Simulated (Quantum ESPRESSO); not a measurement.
# How volume moves the moments of NiO

Aim: follow moments and order energies of NiO with volume.

Calculated with Quantum ESPRESSO 7.5; PBE with U = 6 eV on Ni d (ortho-atomic projectors); plane waves with GBRV 1.5 PBE potentials, no spin-orbit coupling.

### 1. The starting structure

Symmetry: Fm-3m, No. 225, cubic system. The conventional cell has a = 4.177 Å, b = 4.177 Å, c = 4.177 Å, α = 90.00°, β = 90.00°, γ = 90.00°. Ni has 6 O at 2.09 Å nearest. Nearest to O lie 6 Ni at 2.09 Å. Farther neighbours and most contacts between anions are not listed.

The lattice constants were typed from memory of published values and not checked against a source.

### 2. Volume 0.88, ferro +

All lengths scale alike; the factor is that of the volume. Atoms keep their fractional places. Seeded atoms are those given a starting moment.

pw.in reads:

```
&CONTROL
  calculation = 'scf'
  prefix = 'pwscf'
  outdir = './tmp'
  pseudo_dir = './pseudo'
  disk_io = 'nowf'
  tprnfor = .true.
  tstress = .true.
/
&SYSTEM
  ibrav = 0
  celldm(1) = 8
  nat = 2
  ntyp = 2
  ecutwfc = 40
  ecutrho = 280
  nbnd = 20
  occupations = 'smearing'
  smearing = 'fd'
  degauss = 0.00367493
  nspin = 2
  starting_magnetization(1) = 0.1111
  starting_magnetization(2) = 0
/
&ELECTRONS
  conv_thr = 4d-09
  electron_maxstep = 150
  mixing_beta = 0.3
/
ATOMIC_SPECIES
Ni     58.6934 ni_pbe_v1.4.uspp.F.UPF
O      15.9990 o_pbe_v1.2.uspp.F.UPF
CELL_PARAMETERS alat
   0.0000000000000    0.4727565816007    0.4727565816007
   0.4727565816007    0.0000000000000    0.4727565816007
   0.4727565816007    0.4727565816007    0.0000000000000
ATOMIC_POSITIONS crystal
Ni      0.0000000000    0.0000000000    0.0000000000
O       0.5000000000    0.5000000000    0.5000000000
K_POINTS automatic
12 12 12 0 0 0
HUBBARD {ortho-atomic}
U Ni-3d 6.0000
```

Run with:

```
OMP_NUM_THREADS=1 mpirun -n 4 pw.x -nk 4 -in pw.in > pw.out
```

Log:

```text
Program PWSCF v.7.5 starts

     Message from routine setup:
     using ibrav=0 with symmetry is DISCOURAGED, use correct ibrav instead

     K-points division:     npool     =       4
     Subspace diagonalization in iterative solution of the eigenvalue problem:

     bravais-lattice index     =            0
     lattice parameter (alat)  =       8.0000  a.u.
     unit-cell volume          =     108.1964 (a.u.)^3
     number of atoms/cell      =            2
     number of atomic types    =            2
     number of electrons       =        24.00
     number of Kohn-Sham states=           20
     kinetic-energy cutoff     =      40.0000  Ry
     charge density cutoff     =     280.0000  Ry
     scf convergence threshold =      4.0E-09
     mixing beta               =       0.3000
     number of iterations used =            8  plain     mixing
     Exchange-correlation= SLA  PW   PBE  PBE
                           (   1   4   3   4   0   0   0)
     Hubbard projectors: ortho-atomic
     Hubbard parameters of DFT+U (Dudarev formulation) in eV:
     U(Ni-3d) =  6.0000

     Internal variables: lda_plus_u =T, lda_plus_u_kind = 0

     Internal variables: orbital_resolved =F, hub_pot_fix =F, apply_U = F

     celldm(1)=   8.000000  celldm(2)=   0.000000  celldm(3)=   0.000000
     celldm(4)=   0.000000  celldm(5)=   0.000000  celldm(6)=   0.000000

     crystal axes: (cart. coord. in units of alat)
               a(1) = (   0.000000   0.472757   0.472757 )
               a(2) = (   0.472757   0.000000   0.472757 )
               a(3) = (   0.472757   0.472757   0.000000 )

     reciprocal axes: (cart. coord. in units 2 pi/alat)
               b(1) = ( -1.057627  1.057627  1.057627 )
               b(2) = (  1.057627 -1.057627  1.057627 )
               b(3) = (  1.057627  1.057627 -1.057627 )

     PseudoPot. # 1 for Ni read from file:
     ni_pbe_v1.4.uspp.F.UPF
     Pseudo is Ultrasoft + core correction, Zval = 18.0

     PseudoPot. # 2 for O  read from file:
     o_pbe_v1.2.uspp.F.UPF
     Pseudo is Ultrasoft + core correction, Zval =  6.0

     atomic species   valence    mass     pseudopotential
     Ni               18.00    58.69340     Ni( 1.00)
     O                 6.00    15.99900     O ( 1.00)

     Starting magnetic structure
     atomic species   magnetization
     Ni              0.111
     O               0.000

     48 Sym. Ops., with inversion, found

   Cartesian axes

     site n.     atom                  positions (alat units)
         1        Ni     tau(   1) = (   0.0000000   0.0000000   0.0000000  )
         2        O      tau(   2) = (   0.4727566   0.4727566   0.4727566  )

     number of k points=    72  Fermi-Dirac smearing, width (Ry)=  0.0037
                       cart. coord. in units 2pi/alat
        k(    1) = (   0.0000000   0.0000000   0.0000000), wk =   0.0005787
        k(    2) = (   0.0881356   0.0881356  -0.0881356), wk =   0.0046296
        k(    3) = (   0.1762711   0.1762711  -0.1762711), wk =   0.0046296
        k(    4) = (   0.2644067   0.2644067  -0.2644067), wk =   0.0046296
        k(    5) = (   0.3525422   0.3525422  -0.3525422), wk =   0.0046296
        [... 67 further k-points ...]

     Dense  grid:     8609 G-vectors     FFT dimensions: (  30,  30,  30)

     Smooth grid:     3695 G-vectors     FFT dimensions: (  24,  24,  24)

     Check: negative core charge=   -0.000016
     Generating pointlists ...
     new r_m :   0.1950 (alat units)  1.5601 (a.u.) for type    1
     new r_m :   0.1950 (alat units)  1.5601 (a.u.) for type    2

     Initial potential from superposition of free atoms

     starting charge      22.0000, renormalised to      24.0000

     STARTING HUBBARD OCCUPATIONS:

     =================== HUBBARD OCCUPATIONS ===================
     ------------------------ ATOM    1 ------------------------
     Tr[ns(  1)] (up, down, total) =   5.00000  3.00000  8.00000
     Atomic magnetic moment for atom   1 =   2.00000
     [... lines left out ...]
     Number of occupied Hubbard levels =    8.0000

     Atomic wfc used for Hubbard projectors are orthogonalized

     Starting wfcs are   17 randomized atomic wfcs +    3 random wfcs

     Self-consistent Calculation

     iteration #  1     ecut=    40.00 Ry     beta= 0.30
     Davidson diagonalization with overlap
     ethr =  1.00E-02,  avg # of iterations =  5.8

     =================== HUBBARD OCCUPATIONS ===================
     ------------------------ ATOM    1 ------------------------
     Tr[ns(  1)] (up, down, total) =   3.58751  1.00241  4.58993
     Atomic magnetic moment for atom   1 =   2.58510
     [... lines left out ...]
     Number of occupied Hubbard levels =    4.5899

     total energy              =    -368.71176391 Ry
     estimated scf accuracy    <      24.11190952 Ry

     total magnetization       =     2.74 Bohr mag/cell
     absolute magnetization    =     2.80 Bohr mag/cell

     iteration #  2     ecut=    40.00 Ry     beta= 0.30
     Davidson diagonalization with overlap
     ethr =  1.00E-02,  avg # of iterations =  3.0

     total energy              =    -374.00699607 Ry
     estimated scf accuracy    <       8.19433974 Ry

     total magnetization       =     0.30 Bohr mag/cell
     absolute magnetization    =     0.30 Bohr mag/cell

     [... further iterations left out ...]

     iteration # 11     ecut=    40.00 Ry     beta= 0.30
     Davidson diagonalization with overlap
     ethr =  1.43E-10,  avg # of iterations =  2.0

     total energy              =    -375.38476321 Ry
     estimated scf accuracy    <          8.3E-09 Ry

     total magnetization       =     2.00 Bohr mag/cell
     absolute magnetization    =     2.01 Bohr mag/cell

     iteration # 12     ecut=    40.00 Ry     beta= 0.30
     Davidson diagonalization with overlap
     ethr =  3.45E-11,  avg # of iterations =  2.0

     Magnetic moment per site  (integrated on atomic sphere of radius R)
     atom   1 (R=0.195)  charge= 15.4809  magn=  1.6985
     atom   2 (R=0.195)  charge=  5.6427  magn=  0.2330

     End of self-consistent calculation

     =================== HUBBARD OCCUPATIONS ===================
     ------------------------ ATOM    1 ------------------------
     Tr[ns(  1)] (up, down, total) =   4.97091  3.25144  8.22236
     Atomic magnetic moment for atom   1 =   1.71947
     [... lines left out ...]
     Number of occupied Hubbard levels =    8.2224

     Number of k-points >= 100: set verbosity='high' to print the bands.

     the Fermi energy is    17.4429 ev

!    total energy              =    -375.38476643 Ry
     estimated scf accuracy    <          7.2E-10 Ry
     smearing contrib. (-TS)   =      -0.00000000 Ry
     internal energy E=F+TS    =    -375.38476643 Ry

     The total energy is F=E-TS. E is the sum of the following terms:
     one-electron contribution =    -199.76555500 Ry
     hartree contribution      =     116.78985178 Ry
     xc contribution           =     -43.15080192 Ry
     ewald contribution        =    -249.32659893 Ry
     Hubbard energy            =       0.06833764 Ry

     total magnetization       =     2.00 Bohr mag/cell
     absolute magnetization    =     2.01 Bohr mag/cell

     convergence has been achieved in  12 iterations

     Forces acting on atoms (cartesian axes, Ry/au):

     atom    1 type  1   force =     0.00000000   -0.00000000   -0.00000000
     atom    2 type  2   force =     0.00000000   -0.00000000   -0.00000000

     Total force =     0.000000     Total SCF correction =     0.000000

     Computing stress (Cartesian axis) and pressure

          total   stress  (Ry/bohr**3)                   (kbar)     P=      505.31
   0.00343500   0.00000000   0.00000000          505.31        0.00        0.00
  -0.00000000   0.00343500  -0.00000000           -0.00      505.31       -0.00
   0.00000000  -0.00000000   0.00343500            0.00       -0.00      505.31

=------------------------------------------------------------------------------=
   JOB DONE.
=------------------------------------------------------------------------------=
```

Elapsed: 12 s, on 4 MPI ranks of Intel Xeon Platinum 8488C (Sapphire Rapids), shared host; peak memory 0.29 GiB.

Spin moment in the atom's sphere by atom:

```csv
atom,spin moment in the atom's sphere (μB)
Ni1,1.70
O2,0.23
```

Read from the output:

```yaml
smearing_term_ts: 5.31e-10 eV
pressure: 50.53 GPa
magnetization: 2 μB
absolute_magnetization: 2.014 μB
final_state: ferromagnetic
```

### 3. Volume 0.88, antiferro q=(0,0,1/2) +-

The wavevector q is in fractions of the reciprocal vectors of the crystal's primitive cell, as the cells of these inputs are built from it; moments change sign between cells as cos(2π q·R).

pw.in reads:

```
&CONTROL
  calculation = 'scf'
  prefix = 'pwscf'
  outdir = './tmp'
  pseudo_dir = './pseudo'
  disk_io = 'nowf'
  tprnfor = .true.
  tstress = .true.
/
&SYSTEM
  ibrav = 0
  celldm(1) = 8
  nat = 4
  ntyp = 3
  ecutwfc = 40
  ecutrho = 280
  nbnd = 33
  occupations = 'smearing'
  smearing = 'fd'
  degauss = 0.00367493
  nspin = 2
  starting_magnetization(1) = 0.1111
  starting_magnetization(2) = -0.1111
  starting_magnetization(3) = 0
/
&ELECTRONS
  conv_thr = 8d-09
  electron_maxstep = 150
  mixing_beta = 0.3
/
ATOMIC_SPECIES
Ni1    58.6934 ni_pbe_v1.4.uspp.F.UPF
Ni2    58.6934 ni_pbe_v1.4.uspp.F.UPF
O      15.9990 o_pbe_v1.2.uspp.F.UPF
CELL_PARAMETERS alat
   0.0000000000000    0.4727565816007    0.4727565816007
   0.4727565816007    0.0000000000000    0.4727565816007
   0.9455131631991    0.9455131631991    0.0000000000000
ATOMIC_POSITIONS crystal
Ni1     0.0000000000    0.0000000000    0.0000000000
Ni2     0.0000000000    0.0000000000    0.5000000000
O       0.5000000000    0.5000000000    0.2500000000
O       0.5000000000    0.5000000000    0.7500000000
K_POINTS automatic
12 12 6 0 0 0
HUBBARD {ortho-atomic}
U Ni1-3d 6.0000
U Ni2-3d 6.0000
```

Log:

```text
     [... lines left out ...]
Program PWSCF v.7.5 starts
     [... lines left out ...]
     number of atoms/cell      =            4
     [... lines left out ...]
     number of electrons       =        48.00
     number of Kohn-Sham states=           33
     kinetic-energy cutoff     =      40.0000  Ry
     charge density cutoff     =     280.0000  Ry
     scf convergence threshold =      8.0E-09
     [... lines left out ...]
     12 Sym. Ops., with inversion, found
     [... lines left out ...]
     number of k points=    98  Fermi-Dirac smearing, width (Ry)=  0.0037
     [... lines left out ...]
     iteration # 16     ecut=    40.00 Ry     beta= 0.30
     [... lines left out ...]
     Magnetic moment per site  (integrated on atomic sphere of radius R)
     atom   1 (R=0.195)  charge= 15.4972  magn=  1.6268
     atom   2 (R=0.195)  charge= 15.4972  magn= -1.6268
     atom   3 (R=0.195)  charge=  5.6285  magn= -0.0000
     atom   4 (R=0.195)  charge=  5.6285  magn= -0.0000
     [... lines left out ...]
     Tr[ns(  1)] (up, down, total) =   4.95925  3.30234  8.26159
     [... lines left out ...]
     Tr[ns(  2)] (up, down, total) =   3.30235  4.95925  8.26159
     [... lines left out ...]
     the Fermi energy is    17.7644 ev
!    total energy              =    -750.79213457 Ry
     estimated scf accuracy    <          2.6E-09 Ry
     smearing contrib. (-TS)   =      -0.00000000 Ry
     [... lines left out ...]
     total magnetization       =    -0.00 Bohr mag/cell
     absolute magnetization    =     3.55 Bohr mag/cell
     convergence has been achieved in  16 iterations
     [... lines left out ...]
     Total force =     0.000000     Total SCF correction =     0.000002
     [... lines left out ...]
          total   stress  (Ry/bohr**3)                   (kbar)     P=      456.83
     [... lines left out ...]
```

It took 64 s on 4 MPI ranks; peak memory 0.45 GiB; 4.3 min of CPU time.

Spin moment in the atom's sphere by atom:

```csv
atom,spin moment in the atom's sphere (μB)
Ni1,1.63
Ni2,-1.63
O3,0.00
O4,0.00
```

Numbers from this step:

```
smearing term TS       : 4.91e-14 eV
pressure               : 45.68 GPa
magnetization          : 0 μB
absolute magnetization : 3.547 μB
final state            : antiferromagnetic
```

### 4. Volume 0.88, no spin polarisation

pw.in reads:

```
&CONTROL
  calculation = 'scf'
  prefix = 'pwscf'
  outdir = './tmp'
  pseudo_dir = './pseudo'
  disk_io = 'nowf'
  tprnfor = .true.
  tstress = .true.
/
&SYSTEM
  ibrav = 0
  celldm(1) = 8
  nat = 2
  ntyp = 2
  ecutwfc = 40
  ecutrho = 280
  nbnd = 19
  occupations = 'smearing'
  smearing = 'fd'
  degauss = 0.00367493
/
&ELECTRONS
  conv_thr = 4d-09
  electron_maxstep = 150
  mixing_beta = 0.3
/
ATOMIC_SPECIES
Ni     58.6934 ni_pbe_v1.4.uspp.F.UPF
O      15.9990 o_pbe_v1.2.uspp.F.UPF
CELL_PARAMETERS alat
   0.0000000000000    0.4727565816007    0.4727565816007
   0.4727565816007    0.0000000000000    0.4727565816007
   0.4727565816007    0.4727565816007    0.0000000000000
ATOMIC_POSITIONS crystal
Ni      0.0000000000    0.0000000000    0.0000000000
O       0.5000000000    0.5000000000    0.5000000000
K_POINTS automatic
12 12 12 0 0 0
HUBBARD {ortho-atomic}
U Ni-3d 6.0000
```

Log:

```text
     [... lines left out ...]
Program PWSCF v.7.5 starts
     [... lines left out ...]
     number of atoms/cell      =            2
     [... lines left out ...]
     number of electrons       =        24.00
     number of Kohn-Sham states=           19
     kinetic-energy cutoff     =      40.0000  Ry
     charge density cutoff     =     280.0000  Ry
     scf convergence threshold =      4.0E-09
     [... lines left out ...]
     48 Sym. Ops., with inversion, found
     [... lines left out ...]
     number of k points=    72  Fermi-Dirac smearing, width (Ry)=  0.0037
     [... lines left out ...]
     iteration # 11     ecut=    40.00 Ry     beta= 0.30
     [... lines left out ...]
     Tr[ns(  1)] =   8.54138
     [... lines left out ...]
     the Fermi energy is    16.8012 ev
!    total energy              =    -375.26062366 Ry
     estimated scf accuracy    <          4.7E-10 Ry
     smearing contrib. (-TS)   =      -0.00095835 Ry
     [... lines left out ...]
     convergence has been achieved in  11 iterations
     [... lines left out ...]
     Total force =     0.000000     Total SCF correction =     0.000000
     [... lines left out ...]
          total   stress  (Ry/bohr**3)                   (kbar)     P=      287.93
     [... lines left out ...]
```

Run time: 6.8 s. Hardware: 4 MPI ranks; peak memory 0.27 GiB.

Read from the output:

```yaml
smearing_term_ts: 0.01304 eV
pressure: 28.79 GPa
final_state: non-magnetic (no spin polarisation)
```

### 5. Volume 1.12, ferro +

Changes to pw.in since step 4:

```diff
@@ -16,3 +16,3 @@
   ecutrho = 280
-  nbnd = 19
+  nbnd = 20
   occupations = 'smearing'
@@ -20,2 +20,5 @@
   degauss = 0.00367493
+  nspin = 2
+  starting_magnetization(1) = 0.1111
+  starting_magnetization(2) = 0
 /
@@ -30,5 +33,5 @@
 CELL_PARAMETERS alat
-   0.0000000000000    0.4727565816007    0.4727565816007
-   0.4727565816007    0.0000000000000    0.4727565816007
-   0.4727565816007    0.4727565816007    0.0000000000000
+   0.0000000000000    0.5123295045716    0.5123295045716
+   0.5123295045716    0.0000000000000    0.5123295045716
+   0.5123295045716    0.5123295045716    0.0000000000000
 ATOMIC_POSITIONS crystal
```

Log:

```text
     [... lines left out ...]
Program PWSCF v.7.5 starts
     [... lines left out ...]
     number of atoms/cell      =            2
     [... lines left out ...]
     number of electrons       =        24.00
     number of Kohn-Sham states=           20
     kinetic-energy cutoff     =      40.0000  Ry
     charge density cutoff     =     280.0000  Ry
     scf convergence threshold =      4.0E-09
     [... lines left out ...]
     48 Sym. Ops., with inversion, found
     [... lines left out ...]
     number of k points=    72  Fermi-Dirac smearing, width (Ry)=  0.0037
     [... lines left out ...]
     iteration # 13     ecut=    40.00 Ry     beta= 0.30
     [... lines left out ...]
     Magnetic moment per site  (integrated on atomic sphere of radius R)
     atom   1 (R=0.211)  charge= 15.7179  magn=  1.7549
     atom   2 (R=0.211)  charge=  5.8276  magn=  0.1908
     [... lines left out ...]
     Tr[ns(  1)] (up, down, total) =   4.98008  3.20366  8.18374
     [... lines left out ...]
     the Fermi energy is    12.2539 ev
!    total energy              =    -375.42054431 Ry
     estimated scf accuracy    <          8.6E-11 Ry
     smearing contrib. (-TS)   =      -0.00000000 Ry
     [... lines left out ...]
     total magnetization       =     2.00 Bohr mag/cell
     absolute magnetization    =     2.01 Bohr mag/cell
     convergence has been achieved in  13 iterations
     [... lines left out ...]
     Total force =     0.000000     Total SCF correction =     0.000000
     [... lines left out ...]
          total   stress  (Ry/bohr**3)                   (kbar)     P=     -106.41
     [... lines left out ...]
```

It took 13 s on 4 MPI ranks; peak memory 0.31 GiB.

Numbers from this step:

| Property | Result |
| --- | --- |
| smearing term TS | 2.47e-10 eV |
| pressure | -10.64 GPa |
| magnetization | 2 μB |
| absolute magnetization | 2.014 μB |
| final state | ferromagnetic |
| largest moment | 1.755 μB |

### 6. Trends

The runs not shown differ from these in the moved quantity alone.

States, by row:

```csv
volume,ferro +,"antiferro q=(0,0,1/2) +-",no spin polarisation
0.88,ferromagnetic,antiferromagnetic,non-magnetic
0.91,ferromagnetic,antiferromagnetic,non-magnetic
0.94,ferromagnetic,antiferromagnetic,non-magnetic
0.97,ferromagnetic,antiferromagnetic,non-magnetic
1,ferromagnetic,antiferromagnetic,non-magnetic
1.03,ferromagnetic,antiferromagnetic,non-magnetic
1.06,ferromagnetic,antiferromagnetic,non-magnetic
1.09,ferromagnetic,antiferromagnetic,non-magnetic
1.12,ferromagnetic,antiferromagnetic,non-magnetic
```

The largest site moment by volume:

```csv
volume (factor),ferro + (μB),"antiferro q=(0,0,1/2) +- (μB)"
0.8800,1.70,1.63
0.9100,1.71,1.64
0.9400,1.72,1.65
0.9700,1.72,1.66
1.0000,1.73,1.68
1.0300,1.74,1.69
1.0600,1.74,1.69
1.0900,1.75,1.70
1.1200,1.75,1.71
```

Energy less that of the parallel start against volume; values in meV a seeded atom:

```csv
volume (factor),"antiferro q=(0,0,1/2) +-",no spin polarisation
0.8800,-154,1689
0.9100,-139,1761
0.9400,-125,1827
0.9700,-114,1887
1.0000,-103,1942
1.0300,-94.2,1992
1.0600,-86.2,2038
1.0900,-79.1,2080
1.1200,-73.0,2118
```

Table of energy over the lowest by volume; values in meV an atom:

```csv
volume (factor),ferro +,"antiferro q=(0,0,1/2) +-",no spin polarisation
0.8800,295,218,1139
0.9100,212,143,1092
0.9400,149,86.3,1062
0.9700,103,45.8,1046
1.0000,71.3,19.6,1042
1.0300,52.0,4.86,1048
1.0600,43.1,0,1062
1.0900,43.2,3.69,1083
1.1200,51.5,15.0,1110
```

### 7. Results

```json
{"moment, parallel start": "1.70 to 1.75 μB", "states met from these starts": "antiferromagnetic and ferromagnetic"}
```

In words: The moment of the parallel start goes from 1.70 μB at 0.88 to 1.75 μB at 1.12. The net moment of the cell goes from 2 to 2 μB. The radius of the spheres follows the nearest distance, so part of the change of the site moments is the spheres'. The largest moment of the start antiferro q=(0,0,1/2) +- lies between 1.63 and 1.71 μB. The start antiferro q=(0,0,1/2) +- lies under the parallel one at every finished point, by 73.0 to 154 meV a seeded atom.

[Logs and program files are shortened in this print: banners, set-up blocks, solver, clock and traceback lines can be left out without a mark of their own.]

[Logs are printed without paths, hosts, clocks, repeated set-up lines and the standing remarks that a program may print on its own settings, such as how far it seeks lower states.]

[Hosts, paths, dates, database ids (printed as entryN), source tags and the programs' standing remarks are cut or masked in the printed files.]

[Where a cell is said to come from a database of computed structures, the database is the Materials Project.]
